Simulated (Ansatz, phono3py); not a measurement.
# Scattering channels in GaN (P6_3mc), one at a time, part 2 of 5

Wanted: the sensitivity of κ of GaN to the choices of the transport step.

Measurements to reproduce:
- thermal conductivity 210 W/m/K near room temperature (given in “Combining the AFLOW GIBBS and Elastic Libraries to efficiently and robustly screen thermo-mechanical properties of solids”, 2017, arXiv:1611.05714)

Ansatz 0.2.0 and phono3py 4.10.0; DFT LDA, scalar-relativistic, plane waves, PAW (the session's first sound run).

So far, κ at 300 K (W/m/K): step 3 (relaxation-time solution) 242; step 5 (isotopes none) 380.

The database entry behind the starting cell differs from later determinations by our own check (about 0.3 % short, ideal inner coordinate), so it need not match the best structure at ambient conditions.

## 6. Another q-mesh, third order supercell 3×3×2, supercell 3×3×2

Level of this step: DFT LDA, scalar-relativistic, plane waves, PAW; phono3py on Ansatz's force constants (phono3py).

The q-mesh of the transport sums changes, with the same scattering terms.

phono3py.yaml

```yaml
phono3py:
  version: "4.10.0"
  frequency_unit_conversion_factor: 15.633302
  symmetry_tolerance: 1.00000e-05

physical_unit:
  atomic_mass: "AMU"
  length: "angstrom"

space_group:
  type: "P6_3mc"
  number: 186
  Hall_symbol: "P 6c -2c"

primitive_matrix:
- [  1.000000000000000,  0.000000000000000,  0.000000000000000 ]
- [  0.000000000000000,  1.000000000000000,  0.000000000000000 ]
- [  0.000000000000000,  0.000000000000000,  1.000000000000000 ]

supercell_matrix:
- [   3,   0,   0 ]
- [   0,   3,   0 ]
- [   0,   0,   2 ]

# [primitive_cell block left out]
unit_cell:
  lattice:
  - [     3.151808454788812,     0.000000000000000,     0.000000000000000 ] # a
  - [    -1.575904227394406,     2.729546189709689,     0.000000000000000 ] # b
  - [     0.000000000000000,     0.000000000000000,     5.138414698700000 ] # c
  points:
  - symbol: Ga # 1
    coordinates: [  0.333333333333333,  0.666666666666667, -0.000703387100000 ]
    mass: 69.723000
    reduced_to: 1
  - symbol: Ga # 2
    coordinates: [  0.666666666666667,  0.333333333333333,  0.499296612900000 ]
    mass: 69.723000
    reduced_to: 2
  - symbol: N # 3
    coordinates: [  0.333333333333333,  0.666666666666667,  0.375703387100000 ]
    mass: 14.007000
    reduced_to: 3
  - symbol: N # 4
    coordinates: [  0.666666666666667,  0.333333333333333,  0.875703387100000 ]
    mass: 14.007000
    reduced_to: 4

# [supercell block left out]
phonon_supercell_matrix:
- [   3,   0,   0 ]
- [   0,   3,   0 ]
- [   0,   0,   2 ]

# [phonon_primitive_cell block left out]
# [phonon_supercell block left out]
nac:
  born_effective_charge:
  - # 1 (Ga)
    - [  2.587536988419629,  0.000000000000000,  0.000000000000000 ]
    - [  0.000000000000000,  2.587536988419629,  0.000000000000000 ]
    - [  0.000000000000000,  0.000000000000000,  2.723649571673839 ]
  - # 2 (Ga)
    - [  2.587536988419629,  0.000000000000000,  0.000000000000000 ]
    - [  0.000000000000000,  2.587536988419629,  0.000000000000000 ]
    - [  0.000000000000000,  0.000000000000000,  2.723649571673839 ]
  - # 3 (N)
    - [ -2.587536988419629,  0.000000000000000,  0.000000000000000 ]
    - [  0.000000000000000, -2.587536988419629,  0.000000000000000 ]
    - [  0.000000000000000,  0.000000000000000, -2.723649571673839 ]
  - # 4 (N)
    - [ -2.587536988419630,  0.000000000000000,  0.000000000000000 ]
    - [  0.000000000000000, -2.587536988419629,  0.000000000000000 ]
    - [  0.000000000000000,  0.000000000000000, -2.723649571673839 ]
  dielectric_constant:
    - [  5.628436089380903,  0.000000000000000,  0.000000000000000 ]
    - [  0.000000000000000,  5.628436089380902,  0.000000000000000 ]
    - [  0.000000000000000,  0.000000000000000,  5.800942814735906 ]
  unit_conversion_factor: 14.399645
```

Started as:

```console
> phono3py phono3py.yaml --mesh 5 5 3 --br --isotope --ts 100 300 600
```

The log of the run:

```text
[banner, memory and clock lines left out]
Rust backend (phonors) using rayon (8 threads).
Running in phono3py.load mode.
Spglib version 2.8.0
----------------------------- General settings -----------------------------
Run mode: conductivity-RTA
HDF5 data compression filter: gzip
Crystal structure was read from "phono3py.yaml".
Supercell (dim): [3 3 2]
Phonon supercell (dim-fc2): [3 3 2]
Primitive matrix:
  [1. 0. 0.]
  [0. 1. 0.]
  [0. 0. 1.]
Spacegroup: P6_3mc (186)
Use -v option to watch primitive cell, unit cell, and supercell structures.
NAC parameters were read from "phono3py.yaml".
fc3 was read from "fc3.hdf5".
fc2 was read from "fc2.hdf5".
----------------------------- Force constants ------------------------------
Max drift of fc3: 0.00050000 (xxy) 0.00050000 (xxy) 0.00050000 (xyx)
Max drift of fc2: 0.00040000 (yy) 0.00040000 (yy)
--------------------------- Calculation settings ---------------------------
Non-analytical term correction (NAC): True
NAC unit conversion factor:  14.39964
BZ integration: Tetrahedron-method
Temperature:  100.0  300.0  600.0
Cutoff frequency: 0.01
Mesh sampling: [ 5 5 3 ]
Generating grid system ... [ 5 5 3 ]
fc3-r2q-transformation over three atoms: True
========================== Warning ==========================
 Phonon frequency of band index 2 at Gamma is calculated to be 0.029591.
 But this frequency is forced to be zero.
========================== Warning ==========================
 Phonon frequency of band index 3 at Gamma is calculated to be 0.034169.
 But this frequency is forced to be zero.
--------------------------- Phonon calculations ----------------------------
  PRB 50, 13035(R) (1994), PRB 55, 10355 (1997)
  G-cutoff distance: 1.17, Number of G-points: 313, Lambda: 0.29
Running harmonic phonon calculations...
-------------------- Lattice thermal conductivity (RTA) --------------------
Running heat capacity calculations...
Running velocity calculations...
Running isotope scattering calculations with tetrahedron method...
======================= Grid point 0 (1/10) =======================
q-point: ( 0.00  0.00  0.00)
Boundary mean free path (millimeter): 1000.000
Mass variance parameters: 1.97e-04 1.97e-04 1.84e-05 1.84e-05
Number of triplets: 10
Frequency     group velocity (x, y, z)     |gv|
  -0.000   (   0.000    0.000    0.000)    0.000
   0.030   (   0.000    0.000    0.000)    0.000
   0.034   (   0.000   -0.000   -0.000)    0.000
   4.192   (   0.000    0.000    0.000)    0.000
   4.192   (   0.000    0.000    0.000)    0.000
  10.070   (  -0.000    0.000   -0.000)    0.000
  16.145   (  -0.000   -0.000    0.000)    0.000
  16.809   (   0.000   -0.000   -0.000)    0.000
  16.809   (   0.000    0.000    0.000)    0.000
  17.084   (   0.000   -0.000    0.000)    0.000
  17.084   (   0.000    0.000    0.000)    0.000
  20.931   (   0.000   -0.000   -0.000)    0.000
======================= Grid point 1 (2/10) =======================
q-point: ( 0.20  0.00  0.00)
Boundary mean free path (millimeter): 1000.000
Mass variance parameters: 1.97e-04 1.97e-04 1.84e-05 1.84e-05
Number of triplets: 18
Frequency     group velocity (x, y, z)     |gv|
   2.570   (  25.835   14.916    0.000)   29.831
   2.799   (  31.529   18.203    0.000)   36.406
   4.736   (  12.910    7.454    0.000)   14.907
   5.163   (  55.104   31.814    0.000)   63.628
[...]
[7 grid points left out]
======================= Grid point 38 (10/10) =======================
q-point: ( 0.40  0.20  0.33)
Boundary mean free path (millimeter): 1000.000
Mass variance parameters: 1.97e-04 1.97e-04 1.84e-05 1.84e-05
Number of triplets: 24
Frequency     group velocity (x, y, z)     |gv|
[...]
9.571   (   4.066   -7.044   13.176)   15.484
   9.734   (   4.711   -8.158    8.856)   12.930
  17.639   (   0.190   -0.325   -3.424)    3.445
  18.009   (   3.615   -6.260  -13.846)   15.620
  18.972   ( -11.038   19.115    9.238)   23.928
  19.426   (  -7.835   13.567   -3.442)   16.041
  20.473   (   6.001  -10.392    5.060)   13.024
  20.775   (   4.572   -7.918   -3.285)    9.716
=================== End of collection of collisions ===================
----------- Thermal conductivity (W/m-k) with tetrahedron method -----------
#  T(K)        xx         yy         zz         yz         xz         xy
  100.0     369.707    369.707    478.058      0.000      0.000     -0.000
  300.0     196.192    196.192    177.994     -0.000      0.000     -0.000
  600.0     132.804    132.804    105.580     -0.000     -0.000     -0.000

Thermal conductivity related properties were written into
"kappa-m553.hdf5".
Summary of calculation was written in "phono3py.yaml".
```

Run time: 0.63 s. Hardware: 8 threads of Arm Neoverse V1, shared host; peak memory 0.08 GiB.

Numbers from this step:

```
κ at 300 K            : 190.1 W/m/K
κ xx, yy, zz at 300 K : 196.2, 196.2, 178 W/m/K
```

W/m/K. Kappa, by row:

```
T (K)     xx     yy     zz  yz  xz  xy
  100  369.7  369.7  478.1   0   0   0
  300  196.2  196.2    178   0   0   0
  600  132.8  132.8  105.6   0   0   0
```

This mesh is too coarse for the transport sums: κ at 300 K comes out at 190 against 242 W/(m K) in the base run.

## 7. Another q-mesh, third order supercell 3×3×2, supercell 3×3×2 (run 2)

The q-mesh of the transport sums changes, with the same scattering terms.

phono3py.yaml is that of step 6.

Started as:

```console
> phono3py phono3py.yaml --mesh 7 7 5 --br --isotope --ts 100 300 600
```

The log of the run:

```text
[banner, memory and clock lines left out]
Rust backend (phonors) using rayon (8 threads).
Running in phono3py.load mode.
Spglib version 2.8.0
----------------------------- General settings -----------------------------
Run mode: conductivity-RTA
HDF5 data compression filter: gzip
Crystal structure was read from "phono3py.yaml".
Supercell (dim): [3 3 2]
Phonon supercell (dim-fc2): [3 3 2]
Primitive matrix:
  [1. 0. 0.]
  [0. 1. 0.]
  [0. 0. 1.]
Spacegroup: P6_3mc (186)
Use -v option to watch primitive cell, unit cell, and supercell structures.
[...]
20.365   (  -5.321   -9.216    4.957)   11.740
  20.563   (  -4.310   -7.465   -5.014)    9.972
=================== End of collection of collisions ===================
----------- Thermal conductivity (W/m-k) with tetrahedron method -----------
#  T(K)        xx         yy         zz         yz         xz         xy
  100.0     515.101    515.101    721.666     -0.000     -0.000     -0.000
  300.0     195.335    195.335    226.478     -0.000     -0.000     -0.000
  600.0     110.642    110.642    127.002     -0.000     -0.000     -0.000

Thermal conductivity related properties were written into
"kappa-m775.hdf5".
Summary of calculation was written in "phono3py.yaml".
```

Wall time 0.95 s (8 threads); peak memory 0.08 GiB.

This mesh is too coarse for the transport sums: κ at 300 K comes out at 206 against 242 W/(m K) in the base run.

## 8. Another q-mesh, third order supercell 3×3×2, supercell 3×3×2 (run 3)

The q-mesh of the transport sums changes, with the same scattering terms.

phono3py.yaml is that of step 7.

Started as:

```console
> phono3py phono3py.yaml --mesh 11 11 7 --br --isotope --ts 100 300 600
```

The log of the run:

```text
[banner, memory and clock lines left out]
Rust backend (phonors) using rayon (8 threads).
Running in phono3py.load mode.
Spglib version 2.8.0
----------------------------- General settings -----------------------------
Run mode: conductivity-RTA
HDF5 data compression filter: gzip
Crystal structure was read from "phono3py.yaml".
Supercell (dim): [3 3 2]
Phonon supercell (dim-fc2): [3 3 2]
Primitive matrix:
  [1. 0. 0.]
  [0. 1. 0.]
  [0. 0. 1.]
Spacegroup: P6_3mc (186)
Use -v option to watch primitive cell, unit cell, and supercell structures.
[...]
20.273   (   7.019  -12.151    6.202)   15.342
  20.448   (   5.663   -9.806   -6.153)   12.887
=================== End of collection of collisions ===================
----------- Thermal conductivity (W/m-k) with tetrahedron method -----------
#  T(K)        xx         yy         zz         yz         xz         xy
  100.0     697.964    697.964    839.205     -0.000     -0.000     -0.000
  300.0     225.159    225.159    233.330      0.000     -0.000     -0.000
  600.0     125.271    125.271    127.410      0.000     -0.000     -0.000

Thermal conductivity related properties were written into
"kappa-m11117.hdf5".
Summary of calculation was written in "phono3py.yaml".
```

Wall time 3.9 s (8 threads); peak memory 0.09 GiB; 25 s of CPU time.

W/m/K. Kappa, by row:

```csv
T (K),xx,yy,zz,yz,xz,xy
100,698,698,839.2,0,0,0
300,225.2,225.2,233.3,0,0,0
600,125.3,125.3,127.4,0,0,0
```

κ at 300 K goes from 242 in the base run to 228 W/(m K).

## 9. Another q-mesh, third order supercell 3×3×2, supercell 3×3×2 (run 4)

The q-mesh of the transport sums changes, with the same scattering terms.

phono3py.yaml is that of step 8.

Started as:

```console
> phono3py phono3py.yaml --mesh 15 15 9 --br --isotope --ts 100 300 600
```

The log of the run:

```text
[banner, memory and clock lines left out]
Rust backend (phonors) using rayon (8 threads).
Running in phono3py.load mode.
Spglib version 2.8.0
----------------------------- General settings -----------------------------
Run mode: conductivity-RTA
HDF5 data compression filter: gzip
Crystal structure was read from "phono3py.yaml".
Supercell (dim): [3 3 2]
Phonon supercell (dim-fc2): [3 3 2]
Primitive matrix:
  [1. 0. 0.]
  [0. 1. 0.]
  [0. 0. 1.]
Spacegroup: P6_3mc (186)
Use -v option to watch primitive cell, unit cell, and supercell structures.
[...]
20.062   (   0.003    0.005   10.158)   10.158
  20.273   (   0.001    0.001   -9.132)    9.132
=================== End of collection of collisions ===================
----------- Thermal conductivity (W/m-k) with tetrahedron method -----------
#  T(K)        xx         yy         zz         yz         xz         xy
  100.0     767.466    767.466    895.092      0.000      0.000     -0.000
  300.0     236.428    236.428    238.912      0.000      0.000     -0.000
  600.0     128.989    128.989    127.989      0.000      0.000     -0.000

Thermal conductivity related properties were written into
"kappa-m15159.hdf5".
Summary of calculation was written in "phono3py.yaml".
```

The job ended after 18 s (8 threads; peak memory 0.09 GiB).

W/m/K. Kappa, by row:

```csv
T (K),xx,yy,zz,yz,xz,xy
100,767.5,767.5,895.1,0,0,0
300,236.4,236.4,238.9,0,0,0
600,129,129,128,0,0,0
```

κ at 300 K goes from 242 in the base run to 237 W/(m K).

## 10. Another q-mesh, third order supercell 3×3×2, supercell 3×3×2 (run 5)

The q-mesh of the transport sums changes, with the same scattering terms.

phono3py.yaml is that of step 9.

Started as:

```console
> phono3py phono3py.yaml --mesh 21 21 11 --br --isotope --ts 100 300 600
```

The log of the run:

```text
[banner, memory and clock lines left out]
Rust backend (phonors) using rayon (8 threads).
Running in phono3py.load mode.
Spglib version 2.8.0
----------------------------- General settings -----------------------------
Run mode: conductivity-RTA
HDF5 data compression filter: gzip
Crystal structure was read from "phono3py.yaml".
Supercell (dim): [3 3 2]
Phonon supercell (dim-fc2): [3 3 2]
Primitive matrix:
  [1. 0. 0.]
  [0. 1. 0.]
  [0. 0. 1.]
Spacegroup: P6_3mc (186)
Use -v option to watch primitive cell, unit cell, and supercell structures.
[...]
20.082   (   0.002    0.004   10.115)   10.115
  20.255   (   0.001    0.002   -9.270)    9.270
=================== End of collection of collisions ===================
----------- Thermal conductivity (W/m-k) with tetrahedron method -----------
#  T(K)        xx         yy         zz         yz         xz         xy
  100.0     799.630    799.630    934.553     -0.000      0.000     -0.000
  300.0     241.643    241.643    244.995      0.000      0.000     -0.000
  600.0     130.752    130.752    130.377      0.000      0.000     -0.000

Thermal conductivity related properties were written into
"kappa-m212111.hdf5".
Summary of calculation was written in "phono3py.yaml".
```

Elapsed: 93 s, on 8 threads; peak memory 0.11 GiB; 12 min of CPU time.

κ at 300 K goes from 242 in the base run to 243 W/(m K).

## 11. Another q-mesh, third order supercell 3×3×2, supercell 3×3×2 (run 6)

The q-mesh of the transport sums changes, with the same scattering terms.

phono3py.yaml is that of step 10.

Started as:

```console
> phono3py phono3py.yaml --mesh 27 27 15 --br --isotope --ts 100 300 600
```

The log of the run:

```text
[banner, memory and clock lines left out]
Rust backend (phonors) using rayon (8 threads).
Running in phono3py.load mode.
Spglib version 2.8.0
----------------------------- General settings -----------------------------
Run mode: conductivity-RTA
HDF5 data compression filter: gzip
Crystal structure was read from "phono3py.yaml".
Supercell (dim): [3 3 2]
Phonon supercell (dim-fc2): [3 3 2]
Primitive matrix:
  [1. 0. 0.]
  [0. 1. 0.]
  [0. 0. 1.]
Spacegroup: P6_3mc (186)
Use -v option to watch primitive cell, unit cell, and supercell structures.
[...]
20.106   (   0.002    0.004   10.049)   10.049
  20.233   (   0.001    0.002   -9.425)    9.425
=================== End of collection of collisions ===================
----------- Thermal conductivity (W/m-k) with tetrahedron method -----------
#  T(K)        xx         yy         zz         yz         xz         xy
  100.0     822.001    822.001    952.217     -0.000     -0.000     -0.000
  300.0     243.930    243.930    249.498     -0.000     -0.000     -0.000
  600.0     131.420    131.420    131.985     -0.000     -0.000     -0.000

Thermal conductivity related properties were written into
"kappa-m272715.hdf5".
Summary of calculation was written in "phono3py.yaml".
```

Wall time 7.6 min (8 threads); peak memory 0.16 GiB.

κ at 300 K goes from 242 in the base run to 246 W/(m K).

## 12. Mesh convergence

This step: DFT LDA, scalar-relativistic, plane waves, PAW (phono3py 4.10.0).

Series, by row:

| q mesh | kappa at 100 K (W/m/K) | kappa at 300 K (W/m/K) | kappa at 600 K (W/m/K) | seconds |
| --- | --- | --- | --- | --- |
| 5x5x3 | 405.8 | 190.1 | 123.7 | 0.63 |
| 7x7x5 | 584 | 205.7 | 116.1 | 0.95 |
| 11x11x7 | 745.1 | 227.9 | 126 | 3.93 |
| 15x15x9 | 810 | 237.2 | 128.7 | 17.93 |
| 21x21x11 | 844.6 | 242.7 | 130.7 | 93.31 |
| 27x27x15 | 865.4 | 245.8 | 131.6 | 453 |

(Continued in part 3 of 5.)

[Logs are printed without paths, hosts, clocks, repeated set-up lines and the standing remarks that a program may print on its own settings, such as how far it seeks lower states.]

[Hosts, paths, dates, database ids (printed as entryN), source tags and the programs' standing remarks are cut or masked in the printed files.]

[A step with changed settings may run another functional than the one named; its input shows which.]

[Pressures of single members of a volume series are the stress at the run's cutoff; with an incomplete basis they can lie off −dE/dV of the same runs, and they are not shown converged.]
